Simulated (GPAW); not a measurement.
# STM contrast on HfGe2As4 monolayer

Wanted: filled- and empty-state images of HfGe2As4 monolayer, with its work function.

Program: GPAW 26.7.0. Level of theory: GPAW, PAW setups; layer in a repeated cell with vacuum, relaxation of atoms and in-plane cell, in the first sound run; inputs show where later runs differ. Results are calculated unless marked as measured.

### Step 1. Set-up

The cell holds 7 atoms: 4 As, 2 Ge and 1 Hf. Its edges and angles: a = 3.730 Å, b = 3.730 Å, c = 25.770 Å, α = 90.0°, β = 90.0°, γ = 120.0°. Vacuum lies along c.

### Step 2. Relaxing the atoms

Forces are removed first; all later runs use this geometry.

Input file run.py:

```python
import json
import numpy as np
from ase import Atoms
from ase.filters import FrechetCellFilter
from ase.optimize import BFGS
from gpaw import GPAW, PW

slab = Atoms(
    ['As', 'Ge', 'As', 'Hf', 'As', 'Ge', 'As'],
    positions=[
        [0.00000, 0.00000, 8.00000],
        [-0.00000, 2.15352, 8.86300],
        [-0.00000, 2.15352, 11.18300],
        [0.00000, 0.00000, 12.88517],
        [-0.00000, 2.15352, 14.58734],
        [-0.00000, 2.15352, 16.90734],
        [0.00000, 0.00000, 17.77034]],
    cell=[[3.73, 0.0, 0.0], [-1.865, 3.23027, 0.0], [0.0, 0.0, 25.7703]],
    pbc=[True, True, True])

slab.calc = GPAW(mode=PW(600), xc='PBE', kpts={'size': (9, 9, 1), 'gamma': True},
                 occupations={'name': 'fermi-dirac', 'width': 0.05}, nbands='200%',
                 convergence={'density': 1e-05}, maxiter=200,
                 symmetry={'tolerance': 1e-3}, txt='slab.txt')
result = {}
# The in-plane cell is free; stress needs a cell that repeats along all three vectors
path = []
opt = BFGS(FrechetCellFilter(slab, mask=[1, 1, 0, 0, 0, 1]), maxstep=0.2)
opt.attach(lambda: path.append((slab.get_potential_energy(), slab.positions.tolist(), slab.get_forces().tolist())))
result['relaxed'] = bool(opt.run(fmax=0.02, steps=45))
result['path'] = path
result['cell'] = slab.cell.tolist()
print('in-plane lattice', slab.cell.cellpar().round(4)[[0, 1, 5]])
energy = slab.get_potential_energy()
fermi = slab.calc.get_fermi_level()
v = slab.calc.get_electrostatic_potential().mean((0, 1)) - fermi
n = slab.calc.get_pseudo_density().mean((0, 1))
L = slab.cell[2, 2]
z = np.arange(len(v)) * L / len(v)
low, high = slab.positions[:, 2].min(), slab.positions[:, 2].max()
below, above = np.interp([low - 5.8, high + 5.8], z, v)
slopes = [np.interp(x, z, np.gradient(v, z)) for x in (low - 5.8, high + 5.8)]
eps = np.array([[slab.calc.get_eigenvalues(k, s) for k in range(len(slab.calc.get_ibz_k_points()))]
                for s in range(slab.calc.get_number_of_spins())]) - fermi
top, bottom = eps[eps < 0].max(), eps[eps > 0].min()
dipole = slab.get_dipole_moment()[2]
print(f'energy {energy:.4f} eV, Fermi level {fermi:.4f} eV, dipole {dipole:.5f} e A')
print(f'potential 5.8 A off the faces, from the Fermi level: lower {below:.4f} eV, upper {above:.4f} eV')
print(f'slope of the potential there: lower {slopes[0]:.5f}, upper {slopes[1]:.5f} eV/A')
print(f'nearest levels on the mesh: {top:.4f} and {bottom:.4f} eV')
print('magnetic moment', round(slab.get_magnetic_moment(), 3))
result.update(energy=energy, fermi=fermi, dipole=dipole, below=below, above=above, slopes=slopes, edges=[top, bottom],
              z=z.tolist(), v=v.tolist(), n=n.tolist(), positions=slab.positions.tolist(),
              forces=slab.get_forces(apply_constraint=False).tolist(), moments=slab.get_magnetic_moments().tolist())
json.dump(result, open('result.json', 'w'))
```

On the command line:

```console
$ OMP_NUM_THREADS=1 OPENBLAS_NUM_THREADS=1 python run.py
```

What it wrote:

```text
Step          Energy          fmax
BFGS:    0      -35.244562        3.002144
BFGS:    1      -35.727264        2.395598
BFGS:    2      -36.525640        0.702733
BFGS:    3      -36.546884        0.538153
BFGS:    4      -36.589229        0.497154
BFGS:    5      -36.618090        0.393308
BFGS:    6      -36.643932        0.325597
BFGS:    7      -36.654128        0.236923
BFGS:    8      -36.658428        0.102848
BFGS:    9      -36.659416        0.052137
BFGS:   10      -36.659580        0.038456
BFGS:   11      -36.659685        0.031355
BFGS:   12      -36.659900        0.041212
BFGS:   13      -36.660260        0.043916
BFGS:   14      -36.660641        0.030836
BFGS:   15      -36.660837        0.013982
in-plane lattice [  3.8736   3.8736 120.    ]
energy -36.6572 eV, Fermi level 0.2799 eV, dipole 0.00231 e A
potential 5.8 A off the faces, from the Fermi level: lower 4.9999 eV, upper 4.9979 eV
slope of the potential there: lower 0.00036, upper 0.00065 eV/A
nearest levels on the mesh: -0.1672 and 0.0362 eV
magnetic moment 0.0
```

Run time: 28 min. Hardware: 1 thread of Arm Neoverse V2, shared host; peak memory 0.84 GiB.

Numbers from this step:

```yaml
dipole_along_the_normal: 0.002312 e·Å
levels_nearest_the_fermi_level_on_the_mesh: -0.1672, 0.03615 eV from the Fermi level
```

The electrostatic potential energy of an electron (without an applied field's), less the Fermi level, planar mean by z:

```csv
z (Å),"electrostatic potential energy of an electron (without an applied field's), less the Fermi level, planar mean (eV)"
0.0,5.00
0.5,5.00
1.0,5.00
1.5,5.00
2.0,5.00
2.5,5.00
3.0,5.00
3.5,5.00
4.0,5.00
4.5,5.00
5.0,4.98
5.5,4.93
6.0,4.73
6.5,3.91
7.0,0.784
7.5,-8.20
8.0,-11.5
8.5,-9.14
9.0,-11.1
9.5,-2.07
10.0,2.32
10.5,1.50
11.0,-5.66
11.5,-10.3
12.0,-5.06
12.5,-10.4
13.0,-14.6
13.5,-6.59
14.0,-6.82
14.5,-10.2
15.0,-1.47
15.5,2.51
16.0,1.02
16.5,-6.28
17.0,-11.7
17.5,-8.92
18.0,-12.3
18.5,-3.30
19.0,2.71
19.5,4.42
20.0,4.85
20.5,4.96
21.0,4.99
21.5,4.99
22.0,5.00
22.5,5.00
23.0,5.00
23.5,5.00
24.0,5.00
24.5,5.00
25.0,5.00
25.5,5.00
```

The pseudo valence density, planar mean oscillates, so the rows of the table below give means over windows of 1 Å about each position, cut where the curve ends. Its maxima inside the range that stand out by 2 % of the span (Å: e/Å³): 7.4: 0.231, 8.4: 0.386, 9.3: 0.199, 10.9: 0.222, 13.0: 0.791, 14.9: 0.222, 16.5: 0.199, 17.4: 0.386, 18.4: 0.231. Its minima: 7.7: 0.161, 8.9: 0.0606, 10.0: 0.105, 11.4: 0.164, 14.4: 0.164, 15.8: 0.105, 16.8: 0.0606, 18.1: 0.160.

Table of pseudo valence density, planar mean by z; means over each step:

| z (Å) | pseudo valence density, planar mean (e/Å³) |
| --- | --- |
| 4 | 6.4e-5 |
| 5 | 0.00102 |
| 6 | 0.0159 |
| 7 | 0.146 |
| 8 | 0.270 |
| 9 | 0.173 |
| 10 | 0.127 |
| 11 | 0.190 |
| 12 | 0.350 |
| 13 | 0.641 |
| 14 | 0.283 |
| 15 | 0.178 |
| 16 | 0.141 |
| 17 | 0.214 |
| 18 | 0.235 |
| 19 | 0.104 |
| 20 | 0.00857 |
| 21 | 5.3e-4 |
| 22 | 3.4e-5 |

The relaxation lowered the energy of the cell by 1.42 eV (energies extrapolated to zero smearing; the optimiser's log prints free energies). The largest force left on a free atom is 0.014 eV/Å.

### Step 3. Plane waves, PBE

The work function is the vacuum plateau of the electrostatic potential less the Fermi level; a dipole layer lets the two faces have plateaus of their own.

This step: GPAW, PAW setups; slab in vacuum (GPAW 26.7.0).

The cell differs from the one that the last finished run ended in (c 25.770 → 26.202 Å).

Input file run.py:

```python
import json
import numpy as np
from ase import Atoms
from ase.dft.stm import STM
from gpaw import GPAW, PW

slab = Atoms(
    ['As', 'Ge', 'As', 'Hf', 'As', 'Ge', 'As'],
    positions=[
        [-0.00000, 0.00000, 8.00000],
        [-0.00000, 2.23644, 9.12063],
        [-0.00000, 2.23644, 11.57682],
        [0.00000, -0.00000, 13.10079],
        [-0.00000, 2.23644, 14.62477],
        [-0.00000, 2.23644, 17.08095],
        [-0.00000, 0.00000, 18.20159]],
    cell=[[3.87361, -0.0, 0.0], [-1.93681, 3.35464, 0.0], [0.0, 0.0, 26.2016]],
    pbc=[True, True, False])

slab.calc = GPAW(mode=PW(400), xc='PBE', kpts={'size': (9, 9, 1), 'gamma': True},
                 occupations={'name': 'fermi-dirac', 'width': 0.05}, nbands='200%',
                 convergence={'density': 1e-05}, maxiter=200,
                 poissonsolver={'dipolelayer': 'xy'},
                 symmetry={'tolerance': 1e-3}, txt='slab.txt')
result = {}
energy = slab.get_potential_energy()
fermi = slab.calc.get_fermi_level()
v = slab.calc.get_electrostatic_potential().mean((0, 1)) - fermi
n = slab.calc.get_pseudo_density().mean((0, 1))
L = slab.cell[2, 2]
z = np.arange(len(v)) * L / len(v)
low, high = slab.positions[:, 2].min(), slab.positions[:, 2].max()
below, above = np.interp([low - 5.8, high + 5.8], z, v)
slopes = [np.interp(x, z, np.gradient(v, z)) for x in (low - 5.8, high + 5.8)]
eps = np.array([[slab.calc.get_eigenvalues(k, s) for k in range(len(slab.calc.get_ibz_k_points()))]
                for s in range(slab.calc.get_number_of_spins())]) - fermi
top, bottom = eps[eps < 0].max(), eps[eps > 0].min()
dipole = slab.get_dipole_moment()[2]
print(f'energy {energy:.4f} eV, Fermi level {fermi:.4f} eV, dipole {dipole:.5f} e A')
print(f'potential 5.8 A off the faces, from the Fermi level: lower {below:.4f} eV, upper {above:.4f} eV')
print(f'slope of the potential there: lower {slopes[0]:.5f}, upper {slopes[1]:.5f} eV/A')
print(f'nearest levels on the mesh: {top:.4f} and {bottom:.4f} eV')
print('magnetic moment', round(slab.get_magnetic_moment(), 3))
result.update(energy=energy, fermi=fermi, dipole=dipole, below=below, above=above, slopes=slopes, edges=[top, bottom],
              z=z.tolist(), v=v.tolist(), n=n.tolist(), positions=slab.positions.tolist(),
              forces=slab.get_forces(apply_constraint=False).tolist(), moments=slab.get_magnetic_moments().tolist())

# Images need the states of the whole zone, up to time reversal
slab.calc = slab.calc.fixed_density(symmetry={'point_group': False}, txt='states.txt', nbands='260%',
                                    convergence={'bands': 'CBM+0.8'})
stm = STM(slab)
result['stm'] = []
for bias in [-0.5, 0.5]:
    height = high + 4.0
    current = stm.get_averaged_current(bias, height)
    x, y, h = stm.scan(bias, current)
    i, f = divmod(height / L * stm.ldos.shape[2], 1)
    I = abs((1 - f) * stm.ldos[:, :, int(i)] + f * stm.ldos[:, :, int(i) + 1])
    print(f'bias {bias} V: mean current at 4.0 A {current:.4e}, corrugation {np.ptp(h):.4f} A')
    result['stm'].append(dict(bias=bias, current=current, h=(h - high).tolist(), I=I.tolist()))
json.dump(result, open('result.json', 'w'))
```

What it wrote:

```text
energy -36.6456 eV, Fermi level 0.1934 eV, dipole 0.00106 e A
potential 5.8 A off the faces, from the Fermi level: lower 4.9961 eV, upper 5.0007 eV
slope of the potential there: lower -0.00016, upper 0.00016 eV/A
nearest levels on the mesh: -0.1672 and 0.0360 eV
magnetic moment 0.0
bias -0.5 V: mean current at 4.0 A 1.4405e-07, corrugation 0.2806 A
bias 0.5 V: mean current at 4.0 A 2.5317e-07, corrugation 0.7262 A
```

It took 4.3 min on 1 thread; peak memory 0.61 GiB.

This step gave:

| Quantity | Value |
| --- | --- |
| dipole along the normal | 0.001061 e·Å |
| levels nearest the Fermi level on the mesh | -0.1672, 0.03602 eV from the Fermi level |
| upper work function | 5.001 eV |
| lower work function | 4.996 eV |
| corrugation -0.5 | 0.2806 Å |
| corrugation 0.5 | 0.7262 Å |

The electrostatic potential energy of an electron (without an applied field's), less the Fermi level, planar mean oscillates, so the rows of the table below give means over windows of 1.78 Å about each position, cut where the curve ends. Its maxima inside the range that stand out by 2 % of the span (Å: eV): 8.6: -8.62, 10.4: 2.61, 12.3: -5.02, 13.9: -5.02, 15.8: 2.61, 17.6: -8.62. Its minima: 8.1: -12.5, 9.1: -12.0, 11.6: -10.8, 13.1: -15.2, 14.6: -10.8, 17.1: -12.0, 18.1: -12.5.

Table of electrostatic potential energy of an electron (without an applied field's), less the Fermi level, planar mean by z; means over each step:

| z (Å) | electrostatic potential energy of an electron (without an applied field's), less the Fermi level, planar mean (eV) |
| --- | --- |
| 0.89 | 5.00 |
| 2.67 | 5.00 |
| 4.45 | 4.99 |
| 6.23 | 4.32 |
| 8.01 | -7.72 |
| 9.79 | -3.15 |
| 11.57 | -5.79 |
| 13.35 | -9.75 |
| 15.13 | -3.54 |
| 16.91 | -6.42 |
| 18.69 | -4.21 |
| 20.47 | 4.83 |
| 22.25 | 5.00 |
| 24.03 | 5.00 |
| 25.81 | 5.00 |

The pseudo valence density, planar mean oscillates, so the rows of the table below give means over windows of 0.5 Å about each position, cut where the curve ends. Its maxima inside the range that stand out by 2 % of the span (Å: e/Å³): 7.55: 0.230, 8.59: 0.391, 9.64: 0.199, 11.11: 0.225, 13.00: 0.783, 15.09: 0.225, 16.56: 0.199, 17.61: 0.391, 18.66: 0.230. Its minima: 7.97: 0.160, 9.22: 0.0730, 10.27: 0.104, 11.53: 0.157, 14.67: 0.157, 15.93: 0.104, 16.98: 0.0730, 18.24: 0.160.

The pseudo valence density, planar mean by z; means over each step:

| z (Å) | pseudo valence density, planar mean (e/Å³) |
| --- | --- |
| 4.0 | 2.9e-5 |
| 4.5 | 1.1e-4 |
| 5.0 | 4.4e-4 |
| 5.5 | 0.00185 |
| 6.0 | 0.00716 |
| 6.5 | 0.0287 |
| 7.0 | 0.100 |
| 7.5 | 0.202 |
| 8.0 | 0.205 |
| 8.5 | 0.343 |
| 9.0 | 0.172 |
| 9.5 | 0.162 |
| 10.0 | 0.133 |
| 10.5 | 0.122 |
| 11.0 | 0.195 |
| 11.5 | 0.188 |
| 12.0 | 0.300 |
| 12.5 | 0.426 |
| 13.0 | 0.718 |
| 13.5 | 0.545 |
| 14.0 | 0.343 |
| 14.5 | 0.215 |
| 15.0 | 0.202 |
| 15.5 | 0.148 |
| 16.0 | 0.114 |
| 16.5 | 0.172 |
| 17.0 | 0.125 |
| 17.5 | 0.314 |
| 18.0 | 0.260 |
| 18.5 | 0.200 |
| 19.0 | 0.148 |
| 19.5 | 0.0483 |
| 20.0 | 0.0126 |
| 20.5 | 0.00324 |
| 21.0 | 7.6e-4 |
| 21.5 | 2.0e-4 |
| 22.0 | 5.0e-5 |

Tip height over the top atom over a1 and a2. Sample bias -0.5 V, constant current at the mean current 4.0 Å over the top atom.

Values in Å, 12 rows by 16 columns, each cell a mean:
```
4.15 4.13 4.11 4.06 4.02 3.98 3.94 3.92 3.93 3.95 3.99 4.03 4.08 4.12 4.14 4.15
4.12 4.10 4.06 4.02 3.98 3.95 3.92 3.91 3.93 3.96 4.00 4.03 4.08 4.11 4.13 4.13
4.07 4.03 4.00 3.97 3.93 3.90 3.90 3.90 3.93 3.97 4.00 4.03 4.07 4.09 4.09 4.09
4.01 3.98 3.95 3.92 3.90 3.89 3.89 3.90 3.93 3.96 3.99 4.01 4.04 4.04 4.04 4.04
3.95 3.93 3.92 3.90 3.90 3.90 3.90 3.91 3.93 3.94 3.96 3.98 3.98 3.98 3.98 3.97
3.93 3.92 3.92 3.92 3.92 3.92 3.92 3.92 3.93 3.93 3.94 3.94 3.94 3.94 3.94 3.94
3.95 3.96 3.97 3.97 3.97 3.96 3.95 3.94 3.93 3.91 3.91 3.91 3.91 3.91 3.92 3.93
3.99 4.00 4.01 4.01 4.01 4.00 3.98 3.96 3.93 3.91 3.90 3.90 3.90 3.92 3.94 3.97
4.06 4.07 4.07 4.07 4.06 4.03 4.00 3.96 3.93 3.91 3.90 3.91 3.93 3.96 4.00 4.03
4.11 4.12 4.11 4.10 4.08 4.04 4.00 3.96 3.93 3.91 3.91 3.94 3.97 4.01 4.05 4.09
4.15 4.15 4.13 4.11 4.09 4.04 4.00 3.96 3.93 3.93 3.94 3.98 4.02 4.07 4.10 4.13
4.17 4.16 4.13 4.11 4.07 4.02 3.98 3.94 3.93 3.94 3.97 4.01 4.06 4.10 4.13 4.15
```
Columns: a1 from 0 to 0.944; rows upwards: a2 from 0 to 0.944.

Local density of states summed over the bias window over a1 and a2. Sample bias -0.5 V, constant height 4.0 Å over the top atom.

Ten even steps from '0' (1.11 × 1e-7 arbitrary) to '9' (2.20 × 1e-7 arbitrary):
```
987643210012346789
876432100012346788
764321000012346777
543210000012345666
432100000012345555
321000000012334443
110000000011222222
000000000001111111
000000000000011000
011111110000000000
122222211000000001
333333321000000012
444444321100001123
566655421100011245
777765421000012456
888765421000124567
998765321001235678
998754310001345789
```
Columns: a1 from 0 to 0.944; rows upwards: a2 from 0 to 0.944.

Tip height over the top atom over a1 and a2. Sample bias 0.5 V, constant current at the mean current 4.0 Å over the top atom.

Values in Å, 12 rows by 16 columns, each cell a mean:
```
3.54 3.64 3.76 3.86 3.95 4.01 4.05 4.07 4.07 4.04 3.99 3.93 3.84 3.73 3.61 3.53
3.70 3.78 3.87 3.94 3.99 4.03 4.06 4.07 4.05 4.02 3.97 3.91 3.83 3.75 3.69 3.67
3.89 3.93 3.98 4.01 4.04 4.05 4.06 4.06 4.04 4.01 3.98 3.94 3.89 3.86 3.84 3.85
3.99 4.01 4.03 4.05 4.06 4.06 4.06 4.06 4.05 4.03 4.00 3.99 3.97 3.96 3.96 3.97
4.06 4.06 4.07 4.07 4.06 4.06 4.07 4.07 4.07 4.06 4.06 4.06 4.06 4.06 4.06 4.06
4.09 4.07 4.06 4.05 4.05 4.05 4.06 4.07 4.09 4.10 4.11 4.12 4.12 4.12 4.11 4.10
4.07 4.04 4.02 4.01 4.01 4.02 4.05 4.08 4.11 4.13 4.15 4.16 4.15 4.14 4.12 4.10
4.02 3.98 3.96 3.96 3.97 4.00 4.04 4.08 4.12 4.15 4.16 4.17 4.16 4.14 4.10 4.06
3.91 3.86 3.85 3.87 3.92 3.98 4.03 4.09 4.14 4.15 4.16 4.16 4.13 4.10 4.04 3.98
3.77 3.73 3.74 3.79 3.88 3.96 4.03 4.09 4.13 4.14 4.14 4.12 4.09 4.02 3.95 3.86
3.57 3.56 3.63 3.75 3.87 3.97 4.03 4.08 4.11 4.11 4.09 4.05 4.00 3.91 3.79 3.68
3.47 3.52 3.64 3.78 3.90 3.98 4.04 4.08 4.09 4.08 4.05 3.99 3.92 3.80 3.67 3.54
```
Columns: a1 from 0 to 0.944; rows upwards: a2 from 0 to 0.944.

Local density of states summed over the bias window over a1 and a2. Sample bias 0.5 V, constant height 4.0 Å over the top atom.

Values in units of 1e-7 arbitrary, 12 rows by 16 columns, each cell a mean:
```
0.6 0.9 1.3 1.7 2.2 2.6 2.9 3.1 3.0 2.8 2.5 2.0 1.6 1.1 0.8 0.6
1.1 1.4 1.7 2.1 2.5 2.8 3.0 3.0 2.9 2.7 2.3 1.9 1.5 1.2 1.0 0.9
1.8 2.0 2.3 2.6 2.8 2.9 3.0 3.0 2.8 2.6 2.3 2.1 1.8 1.7 1.6 1.7
2.4 2.6 2.8 2.9 2.9 3.0 3.0 3.0 2.9 2.7 2.6 2.4 2.3 2.2 2.3 2.3
3.0 3.0 3.0 3.0 3.0 3.0 3.0 3.0 3.0 3.0 3.0 3.0 3.0 3.0 3.0 3.0
3.2 3.1 3.0 2.9 2.9 2.9 3.0 3.1 3.2 3.3 3.3 3.4 3.5 3.4 3.3 3.2
3.0 2.8 2.7 2.6 2.6 2.7 2.9 3.1 3.4 3.6 3.7 3.8 3.8 3.7 3.5 3.3
2.7 2.4 2.2 2.2 2.3 2.5 2.8 3.1 3.5 3.7 3.9 3.9 3.8 3.6 3.3 3.0
1.9 1.7 1.6 1.7 2.0 2.4 2.8 3.2 3.6 3.8 3.8 3.8 3.6 3.2 2.8 2.4
1.3 1.1 1.2 1.4 1.8 2.2 2.8 3.2 3.5 3.7 3.6 3.5 3.2 2.7 2.2 1.7
0.7 0.7 0.9 1.2 1.7 2.3 2.8 3.1 3.4 3.4 3.2 2.9 2.5 1.9 1.4 1.0
0.5 0.6 0.9 1.3 1.9 2.4 2.8 3.1 3.2 3.1 2.9 2.5 2.0 1.4 1.0 0.6
```
Columns: a1 from 0 to 0.944; rows upwards: a2 from 0 to 0.944.

The potential is flat to 1.6e-4 eV/Å where it is read, so the vacuum is wide enough.

### Step 4. What came out

- work function, both faces: 5.00 eV
- dipole along the normal: 0.0011 e Å, near the numerical noise
- corrugation at -0.5 V: 0.281 Å
- corrugation at 0.5 V: 0.726 Å

In words: The corrugation at constant current is largest at 0.5 V, where the tip height varies by 0.73 Å over the cell. Negative sample bias images filled states, positive bias empty ones. The images are of Tersoff-Hamann type: an s-wave tip, no tip-sample forces, heights closer than in a microscope. The starting lattice was a guess from atomic radii; the relaxation moved it by 4 %. The small printed dipole stands for a step of -15 meV from the lower to the upper face, and the probes find 4.7 meV; values this small are near the numerical noise of both. The layer's cell and atoms come from the relaxation; spin-orbit coupling and temperature are left out.

[Logs are printed without paths, hosts, clocks, repeated set-up lines and the standing remarks that a program may print on its own settings, such as how far it seeks lower states.]

[Hosts, paths, dates, database ids (printed as entryN), source tags and the programs' standing remarks are cut or masked in the printed files.]
